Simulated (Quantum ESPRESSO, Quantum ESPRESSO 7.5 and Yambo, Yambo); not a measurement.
# SnO2 (Cassiterite): G0W0 on several meshes in Yambo

How does the mesh move the gap of SnO2 (Cassiterite)?

Method: PBE and many-body steps on it, plane waves, in Quantum ESPRESSO 7.5 and Yambo 5.3.0.

**1. The starting structure**

The structure is tetragonal, space group P4_2/mnm (No. 136). The conventional cell has a = 4.738 Å, b = 4.738 Å, c = 3.187 Å, α = 90.00°, β = 90.00°, γ = 90.00°. Nearest to Sn lie 6 O at 2.05 to 2.06 Å. O has 3 Sn at 2.05 to 2.06 Å nearest. Farther neighbours and most contacts between anions are not listed.

The cell and positions come from the Crystallography Open Database and are kept as given unless a step says otherwise.

**2. Empty states on the mesh, 2×2×2 mesh, 88 bands**

This step: Quantum ESPRESSO 7.5; DFT, PBE, plane waves, norm-conserving pseudopotentials.

The sums over transitions need many empty states on a uniform mesh; this step solves for them.

Contents of pw.in:

```
&control
  calculation = 'nscf'
  prefix = 'x'
  outdir = 'o'
  pseudo_dir = 'pseudo'
/
&system
  ibrav = 0
  nat = 6
  ntyp = 2
  ecutwfc = 84.0
  nbnd = 88
  force_symmorphic = .true.
/
&electrons
  conv_thr = 1e-9
  electron_maxstep = 80
  diago_full_acc = .true.
  diago_thr_init = 5e-6
/
ATOMIC_SPECIES
  Sn 118.71 Sn.upf
  O 15.999 O.upf
CELL_PARAMETERS angstrom
  4.7380000000 0.0000000000 0.0000000000
  0.0000000000 4.7380000000 0.0000000000
  0.0000000000 0.0000000000 3.1865000000
ATOMIC_POSITIONS crystal
  Sn 0.0000000000 0.0000000000 0.0000000000
  Sn 0.5000000000 0.5000000000 0.5000000000
  O 0.3071000000 0.3071000000 0.0000000000
  O 0.1929000000 0.8071000000 0.5000000000
  O 0.6929000000 0.6929000000 0.0000000000
  O 0.8071000000 0.1929000000 0.5000000000
K_POINTS automatic
  2 2 2 0 0 0
```

Command:

```
> OMP_NUM_THREADS=1 mpirun -n 8 pw.x -nk 4 -in pw.in > pw.out
```

What it wrote:

```text
Program PWSCF v.7.5 starts

     This program is part of the open-source Quantum ESPRESSO suite
     for quantum simulation of materials; please cite
         "P. Giannozzi et al., J. Phys.:Condens. Matter 21 395502 (2009);
         "P. Giannozzi et al., J. Phys.:Condens. Matter 29 465901 (2017);
         "P. Giannozzi et al., J. Chem. Phys. 152 154105 (2020);
     in publications or presentations arising from this work. More details at

     Atomic positions and unit cell read from directory:
     o/x.save/

     Message from routine setup:
[...]
-116.6530-116.6530 -72.4821 -72.4821 -72.4387 -72.4387 -72.4342 -72.4342
[...]
45.4545  45.4545  45.6492  45.6492  46.9728  46.9728  48.7617  48.7617
    49.3205  49.3205  52.0960  52.0960  53.2034  53.2034  53.9823  53.9824

          k = 0.0000-0.5000-0.7434 (  6268 PWs)   bands (ev):

     [... further k-points ...]

     highest occupied, lowest unoccupied level (ev):    11.2481   12.5370

     XML data file, pseudopotentials, collected wavefunctions

=------------------------------------------------------------------------------=
   JOB DONE.
=------------------------------------------------------------------------------=
```

Run time: 4.2 s. Hardware: 8 MPI ranks of Arm Neoverse V2, shared host; peak memory 0.58 GiB.

This step gave:

| Item | Value |
| --- | --- |
| gap | 1.289 eV |
| k of the valence top | 0, 0, 0 |
| k of the conduction bottom | 0, 0, 0 |
| least direct gap | 1.289 eV |
| k points computed | 6 |
| lowest point of the top converged band, above the valence top | 40.42 eV |

On this mesh the gap is 1.289 eV.

The density comes from a self-consistent run that is not shown.

**3. Conversion and set-up**

This step: Yambo 5.3.0; conversion and set-up on PBE, plane waves, norm-conserving pseudopotentials.

The states are converted to the many-body program's format and the q mesh is built.

Command:

```
> (cd o/x.save; p2y > p2y.log; mv SAVE ../..); yambo > setup.log
```

What it wrote:

```text
 Yambo, version 5.3.0

 [02] CORE Variables Setup
 =========================

  [02.01] Unit cells
  ==================

  Cell kind             :  Unknown
  Atoms in the cell     :  Sn  O
  number of Sn atoms    :  2
  number of O  atoms    :   4

  List of atomic masses
  Mass of Sn    :  118.7100
  Mass of O     :  15.99900

  List of atomic coordinates    : [cc]
  Sn1       :  0.000000  0.000000  0.000000  order 1
  Sn2       :  4.476761  4.476761  3.010806  order 2
  O1       :  2.749627  2.749627  0.000000  order 3
  O2       :  1.727134  7.226388  3.010806  order 4
[...]
==========================================

 IBZ Q-points                                      :   6
 BZ  Q-points                                      :   8

 K/Q-points units:
 rlu = crystal or reduced units; cc = cartesian coordinates; iku = interal k-units

 Q [1]          [rlu]:  0.000000  0.000000  0.000000
 Q [2]          [rlu]:  0.000000  0.000000 -0.500000
 Q [3]          [rlu]:  0.000000 -0.500000  0.000000
 Q [4]          [rlu]:  0.000000 -0.500000 -0.500000
 Q [5]          [rlu]: -0.500000 -0.500000  0.000000
 Q [6]          [rlu]: -0.500000 -0.500000 -0.500000

  [03.01] X indexes
  =================

   [03.01.01] Sigma indexes
   ========================

 [06] Game Over & Game summary
```

Run time: 2 s. Hardware: 1 MPI rank; peak memory 0.24 GiB.

**4. 2×2×2**

Now the one-shot GW correction: screening in the RPA, then the self-energy of the levels asked for.

This step: G0W0 on PBE, plane waves, norm-conserving pseudopotentials.

Contents of gw13.in:

```
HF_and_locXC
gw0
dyson
ppa
em1d
rim_cut
RandQpts= 1000000
RandGvec= 1 RL
EXXRLvcs= 84 Ry
VXCRLvcs= 336 Ry
Chimod= "HARTREE"
% BndsRnXp
 1 | 88 |
%
NGsBlkXp= 8.5 Ry
% LongDrXp
 1 | 1 | 1 |
%
% GbndRnge
 1 | 88 |
%
DysSolver= "n"
ExtendOut
PPAPntXp= 27.21138 eV
% QPkrange
 1 | 1 | 33 | 36 |
%
```

Command:

```
> OMP_NUM_THREADS=2 mpirun -n 4 yambo -F gw13.in -J gw13 -C gw13 > gw13.log
```

What it wrote:

```text
 Yambo, version 5.3.0

 [02] CORE Variables Setup
 =========================

  [... cell, symmetries and grids as in the set-up ...]

  [02.05] Energies & Occupations
  ==============================

  [X] === General ===
  [X] Electronic Temperature                        :  0.000000  0.000000 [eV K]
  [X] Bosonic    Temperature                        :  0.000000  0.000000 [eV K]
  [X] Finite Temperature mode                       : no
  [X] El. density                                   :  0.95062E+24 [cm-3]
  [X] Fermi Level                                   :  11.24814 [eV]

  [X] === Gaps and Widths ===
  [X] Conduction Band Min                           :  1.288899 [eV]
  [X] Valence Band Max                              :  0.000000 [eV]
  [X] Filled Bands                                  :   34
  [X] Empty Bands                                   :   35   88
  [X] Direct Gap                                    :  1.288899 [eV]
  [X] Direct Gap localized at k                     :  1
  [X] Indirect Gap                                  :  1.288899 [eV]
  [X] Indirect Gap between kpts                     :  1  1
  [X] Last valence band width                       :  1.252534 [eV]
  [X] 1st conduction band width                     :  5.193994 [eV]

 [03] Transferred momenta grid and indexing
 ==========================================

 IBZ Q-points                                      :   6
 BZ  Q-points                                      :   8

 K/Q-points units:
 rlu = crystal or reduced units; cc = cartesian coordinates; iku = interal k-units

 Q [1]          [rlu]:  0.000000  0.000000  0.000000
 Q [2]          [rlu]:  0.000000  0.000000 -0.500000
 Q [3]          [rlu]:  0.000000 -0.500000  0.000000
 Q [4]          [rlu]:  0.000000 -0.500000 -0.500000
 Q [5]          [rlu]: -0.500000 -0.500000  0.000000
 Q [6]          [rlu]: -0.500000 -0.500000 -0.500000

 [04] Coloumb potential Random Integration (RIM)
 ===============================================

  [04.01] RIM initialization
  ==========================

  * Diagonal components only detected *

  8 x (sBL volume)        :  0.513853 [a.u.]
  sBZ random points       :  1000000
  Points outside the sBZ  :   7992674
  RL volume               :  0.513853 [a.u.]
  Integrated volume       :  0.514324 [a.u.]

  [04.02] RIM integrals
  =====================

  Gamma point sphere radius             :  0.145288 [a.u.]
  Points outside the sphere             :   799713
  [Int_sBZ(q=0) 1/q^2]*(Vol_sBZ)^(-1/3) =:  7.541870
                                 should be <:  7.795600

  Summary of Coulomb integrals for non-metallic bands |Q|[au] RIM/Bare

  Q [1] 0.100000E-4 0.967452 * Q [3] 0.350878 0.954101
  Q [5] 0.496216 0.995592 * Q [2] 0.521720 1.178302
  Q [4] 0.628734 1.091083 * Q [6] 0.720015 1.053264

 [05] Dipoles
 ============

  [05.01] Setup: observables and procedures
  =========================================

  [WARNING] [x,Vnl] slows the Dipoles computation. To neglect it rename the ns.kb_pp file

 [06] Dynamic Dielectric Matrix (PPA)
 ====================================

 [WR./gw13//ndb.pp]--------------------------------------------------------------
  Brillouin Zone Q/K grids (IBZ/BZ)                :   6   8   6   8
  RL vectors                                       :   7807 [WF]
  Coulomb cutoff potential                         : none
  Electronic Temperature                           :  0.000000 [K]
  Bosonic    Temperature                           :  0.000000 [K]
  PPA    diel. fun.  energies                      : Perdew, Burke & Ernzerhof(X)+Perdew, Burke & Ernzerhof(C)
  wavefunctions                                    : Perdew, Burke & Ernzerhof(X)+Perdew, Burke & Ernzerhof(C)
  Global Gauge                                     : length
  X matrix size                                    :  189
  X band range                                     :    1   88
  X e/h energy range                               : -1.000000 -1.000000 [eV]
  X Time ordering                                  : R
  X Hxc Kernel                                     : HARTREE
  X Drude frequency                                :  0.000000  0.000000
  X poles                                          :  100.0000 [o/o]
  RL vectors in the sum                            :   7807
  [r,Vnl] included                                 : yes
  Field direction                                  :  0.577350E-5  0.577350E-5  0.577350E-5
  BZ energy Double Grid                            : no
  BZ energy DbGd points                            : 0
  BZ Q point size factor                           : -1.000000
  X Optical Averaged directions                    : none

 [07] Local Exchange-Correlation + Non-Local Fock
 ================================================

 [VXC] Plane waves :   50163
 [EXS] Plane waves :   6281

 QP @ state[ 1 ] K range:  1  1
 QP @ state[ 1 ] b range:   33   36

 [xc] Functional : Perdew, Burke & Ernzerhof(X)+Perdew, Burke & Ernzerhof(C)
 [xc] LIBXC used to calculate xc functional
  PP Number of Atomic Species                      :  2
  NLCC RL compoments                               :   50163
  PP Number of Atomic Species                      :  2
  NLCC RL compoments                               :   50163

 [xc] E_xc :  -50.09048 [Ha]
      E_xc :  -100.1810 [Ry]

  Local XC kind (lXC) : Perdew, Burke & Ernzerhof(X)+Perdew, Burke & Ernzerhof(C)
  Non-Local XC kind (nlXC) : Hartree-Fock

  Corrections @ K [1] :  [eV]
 <33|nlXC|33> = -25.29121 -0.12118E-16 <33|lXC|33> = -19.98566 -0.37763E-15
 <34|nlXC|34> = -25.90843 -0.10646E-17 <34|lXC|34> = -20.32096 -0.32747E-22
 <35|nlXC|35> = -11.98496 -0.59028E-18 <35|lXC|35> = -16.47476  0.46645E-19
 <36|nlXC|36> = -10.32623 -0.26476E-17 <36|lXC|36> = -16.24742 -0.37768E-15

 [08] Dyson equation: Newton solver
 ==================================

  [08.01] G0W0 (W PPA)
  ====================

  [  GW  ] Bands range     :    1   88
  [GW/PPA] G damping       :  0.100000 [eV]

  QP @ state[ 1 ] K range:  1  1
  QP @ state[ 1 ] b range:   33   36

   Sc/G bands                                       :    1   88
   Sc/G damping                                     :  0.100000 ev
   Sc bands terminator                              : no
   Sx RL components                                 :   6281

   QP @ state[ 1 ] K range                          :  1  1
   QP @ state[ 1 ] b range                          :   33   36
   GF energies kind                                 : Perdew, Burke & Ernzerhof(X)+Perdew, Burke & Ernzerhof(C)
   GF WF`s kind                                     : Perdew, Burke & Ernzerhof(X)+Perdew, Burke & Ernzerhof(C)
   Xs energies kind                                 : Perdew, Burke & Ernzerhof(X)+Perdew, Burke & Ernzerhof(C)
   Xs WF`s kind                                     : Perdew, Burke & Ernzerhof(X)+Perdew, Burke & Ernzerhof(C)

 [11] Game Over & Game summary
```

It took 7.4 s on 4 MPI ranks; peak memory 1.9 GiB; 41 s of CPU time.

Numbers from this step:

```
G0W0 gap on the points computed              : 2.547 eV
starting gap on the mesh                     : 1.289 eV
k of the valence top                         : 0, 0, 0
k of the conduction bottom                   : 0, 0, 0
least direct G0W0 gap on the computed points : 2.547 eV
Z at the valence top                         : 0.7821
Z at the conduction bottom                   : 0.8313
```

The gap on the mesh goes from 1.29 eV to 2.55 eV, a correction of +1.26 eV.

**5. Empty states on the mesh, 2×2×4 mesh, 88 bands**

This step: Quantum ESPRESSO 7.5; DFT, PBE, plane waves, norm-conserving pseudopotentials.

Changes to pw.in since step 2:

```diff
@@ -35,2 +35,2 @@
 K_POINTS automatic
-  2 2 2 0 0 0
+  2 2 4 0 0 0
```

Command:

```
> OMP_NUM_THREADS=1 mpirun -n 8 pw.x -nk 4 -in pw.in > pw.out
```

What it wrote:

```text
[banner, memory and clock lines left out]
Program PWSCF v.7.5 starts

     Atomic positions and unit cell read from directory:
     o/x.save/

     Message from routine setup:
     using ibrav=0 with symmetry is DISCOURAGED, use correct ibrav instead

     bravais-lattice index     =            0
     lattice parameter (alat)  =       8.9535  a.u.
     unit-cell volume          =     482.7259 (a.u.)^3
     number of atoms/cell      =            6
     number of atomic types    =            2
     number of electrons       =        68.00
[...]
k = 0.0000 0.0000 0.3717 (  6286 PWs)   bands (ev):

  -116.6530-116.6529 -72.4820 -72.4820 -72.4386 -72.4386 -72.4365 -72.4364
[...]
k = 0.0000 0.0000-0.7434 (  6274 PWs)   bands (ev):

  -116.6528-116.6528 -72.4818 -72.4817 -72.4386 -72.4386 -72.4384 -72.4384
[...]
45.2284  45.2284  46.1404  46.1404  46.5071  46.5071  48.8842  48.8842
    49.6189  49.6189  50.9144  50.9144  51.4739  51.4739  51.9518  51.9518

          k = 0.0000-0.5000 0.0000 (  6250 PWs)   bands (ev):

     [... further k-points ...]

     highest occupied, lowest unoccupied level (ev):    11.2481   12.5370

     XML data file, pseudopotentials, collected wavefunctions
```

Elapsed: 5.8 s, on 8 MPI ranks; peak memory 0.58 GiB.

Numbers from this step:

```yaml
gap: 1.289 eV
k_of_the_valence_top: 0, 0, 0
k_of_the_conduction_bottom: 0, 0, 0
least_direct_gap: 1.289 eV
k_points_computed: 9
lowest_point_of_the_top_converged_band_above_the_valence_top: 40.42 eV
```

On this mesh the gap is 1.289 eV.

**6. Conversion and set-up**

This step: Yambo 5.3.0; conversion and set-up on PBE, plane waves, norm-conserving pseudopotentials.

Command:

```
> (cd o/x.save; p2y > p2y.log; mv SAVE ../..); yambo > setup.log
```

What it wrote:

```text
 Yambo, version 5.3.0

 [02] CORE Variables Setup
 =========================

  [02.01] Unit cells
  ==================

  Cell kind             :  Unknown
  Atoms in the cell     :  Sn  O
  number of Sn atoms    :  2
  number of O  atoms    :   4

  List of atomic masses
  Mass of Sn    :  118.7100
  Mass of O     :  15.99900

  List of atomic coordinates    : [cc]
  Sn1       :  0.000000  0.000000  0.000000  order 1
  Sn2       :  4.476761  4.476761  3.010806  order 2
  O1       :  2.749627  2.749627  0.000000  order 3
  O2       :  1.727134  7.226388  3.010806  order 4
[...]
==========================================

 IBZ Q-points                                      :   9
 BZ  Q-points                                      :  16

 K/Q-points units:
 rlu = crystal or reduced units; cc = cartesian coordinates; iku = interal k-units

 Q [1]          [rlu]:  0.000000  0.000000  0.000000
 Q [2]          [rlu]:  0.000000  0.000000  0.250000
 Q [3]          [rlu]:  0.000000  0.000000 -0.500000
[...]
Q [8]          [rlu]: -0.500000 -0.500000  0.250000
 Q [9]          [rlu]: -0.500000 -0.500000 -0.500000

  [03.01] X indexes
  =================

   [03.01.01] Sigma indexes
   ========================

 [06] Game Over & Game summary
```

The job ended after 2.1 s (1 MPI rank; peak memory 0.24 GiB).

**7. 2×2×4**

This step: G0W0 on PBE, plane waves, norm-conserving pseudopotentials.

Contents of gw14.in:

```
HF_and_locXC
gw0
dyson
ppa
em1d
rim_cut
RandQpts= 1000000
RandGvec= 1 RL
EXXRLvcs= 84 Ry
VXCRLvcs= 336 Ry
Chimod= "HARTREE"
% BndsRnXp
 1 | 88 |
%
NGsBlkXp= 8.5 Ry
% LongDrXp
 1 | 1 | 1 |
%
% GbndRnge
 1 | 88 |
%
DysSolver= "n"
ExtendOut
PPAPntXp= 27.21138 eV
% QPkrange
 1 | 1 | 33 | 36 |
%
```

Command:

```
> OMP_NUM_THREADS=2 mpirun -n 4 yambo -F gw14.in -J gw14 -C gw14 > gw14.log
```

What it wrote:

```text
 Yambo, version 5.3.0

 [02] CORE Variables Setup
 =========================

  [... cell, symmetries and grids as in the set-up ...]

  [02.05] Energies & Occupations
  ==============================

  [X] === General ===
  [X] Electronic Temperature                        :  0.000000  0.000000 [eV K]
  [X] Bosonic    Temperature                        :  0.000000  0.000000 [eV K]
  [X] Finite Temperature mode                       : no
  [X] El. density                                   :  0.95062E+24 [cm-3]
  [X] Fermi Level                                   :  11.24814 [eV]

  [X] === Gaps and Widths ===
  [X] Conduction Band Min                           :  1.288899 [eV]
  [X] Valence Band Max                              :  0.000000 [eV]
  [X] Filled Bands                                  :   34
  [X] Empty Bands                                   :   35   88
  [X] Direct Gap                                    :  1.288899 [eV]
  [X] Direct Gap localized at k                     :  1
  [X] Indirect Gap                                  :  1.288899 [eV]
  [X] Indirect Gap between kpts                     :  1  1
  [X] Last valence band width                       :  1.252534 [eV]
  [X] 1st conduction band width                     :  5.193994 [eV]

 [03] Transferred momenta grid and indexing
 ==========================================

 IBZ Q-points                                      :   9
 BZ  Q-points                                      :  16

 K/Q-points units:
 rlu = crystal or reduced units; cc = cartesian coordinates; iku = interal k-units

 Q [1]          [rlu]:  0.000000  0.000000  0.000000
 Q [2]          [rlu]:  0.000000  0.000000  0.250000
 Q [3]          [rlu]:  0.000000  0.000000 -0.500000
[...]
================================================

 [VXC] Plane waves :   50163
 [EXS] Plane waves :   6281

 QP @ state[ 1 ] K range:  1  1
 QP @ state[ 1 ] b range:   33   36

 [xc] Functional : Perdew, Burke & Ernzerhof(X)+Perdew, Burke & Ernzerhof(C)
 [xc] LIBXC used to calculate xc functional
  PP Number of Atomic Species                      :  2
  NLCC RL compoments                               :   50163
  PP Number of Atomic Species                      :  2
  NLCC RL compoments                               :   50163

 [xc] E_xc :  -50.05716 [Ha]
      E_xc :  -100.1143 [Ry]

  Local XC kind (lXC) : Perdew, Burke & Ernzerhof(X)+Perdew, Burke & Ernzerhof(C)
  Non-Local XC kind (nlXC) : Hartree-Fock

  Corrections @ K [1] :  [eV]
 <33|nlXC|33> = -25.36971 -0.23501E-16 <33|lXC|33> = -19.98352 -0.66564E-21
 <34|nlXC|34> = -25.96589  0.46308E-17 <34|lXC|34> = -20.31710  0.75527E-15
 <35|nlXC|35> = -12.28508 -0.89712E-17 <35|lXC|35> = -16.49541  0.18885E-15
 <36|nlXC|36> = -10.63355 -0.32972E-17 <36|lXC|36> = -16.29268  0.37763E-15

 [08] Dyson equation: Newton solver
 ==================================

  [08.01] G0W0 (W PPA)
  ====================

  [  GW  ] Bands range     :    1   88
  [GW/PPA] G damping       :  0.100000 [eV]

  QP @ state[ 1 ] K range:  1  1
  QP @ state[ 1 ] b range:   33   36

   Sc/G bands                                       :    1   88
   Sc/G damping                                     :  0.100000 ev
   Sc bands terminator                              : no
   Sx RL components                                 :   6281

   QP @ state[ 1 ] K range                          :  1  1
   QP @ state[ 1 ] b range                          :   33   36
   GF energies kind                                 : Perdew, Burke & Ernzerhof(X)+Perdew, Burke & Ernzerhof(C)
   GF WF`s kind                                     : Perdew, Burke & Ernzerhof(X)+Perdew, Burke & Ernzerhof(C)
   Xs energies kind                                 : Perdew, Burke & Ernzerhof(X)+Perdew, Burke & Ernzerhof(C)
   Xs WF`s kind                                     : Perdew, Burke & Ernzerhof(X)+Perdew, Burke & Ernzerhof(C)

 [11] Game Over & Game summary
```

Wall time 15 s (4 MPI ranks); peak memory 1.6 GiB.

Numbers from this step:

```
G0W0 gap on the points computed              : 2.700 eV
starting gap on the mesh                     : 1.289 eV
k of the valence top                         : 0, 0, 0
k of the conduction bottom                   : 0, 0, 0
least direct G0W0 gap on the computed points : 2.700 eV
Z at the valence top                         : 0.7860
Z at the conduction bottom                   : 0.8389
```

Against G0W0 in Yambo (2×2×2 mesh, 88 bands, screening to 115.6 eV, Godby-Needs plasmon pole), the gap moves by +0.153 eV.

(Continued in part 2 of 2.)

[Paths, hosts, dates, memory and timing lines, banners, echoed tables and standing remarks are left out of the program output.]

[Logs are printed without paths, hosts, clocks, repeated set-up lines and the standing remarks that a program may print on its own settings, such as how far it seeks lower states.]

[Runs of the session that timed out or met a known fault of the program may be left out.]

[Hosts, paths, dates, database ids (printed as entryN), source tags and the programs' standing remarks are cut or masked in the printed files.]
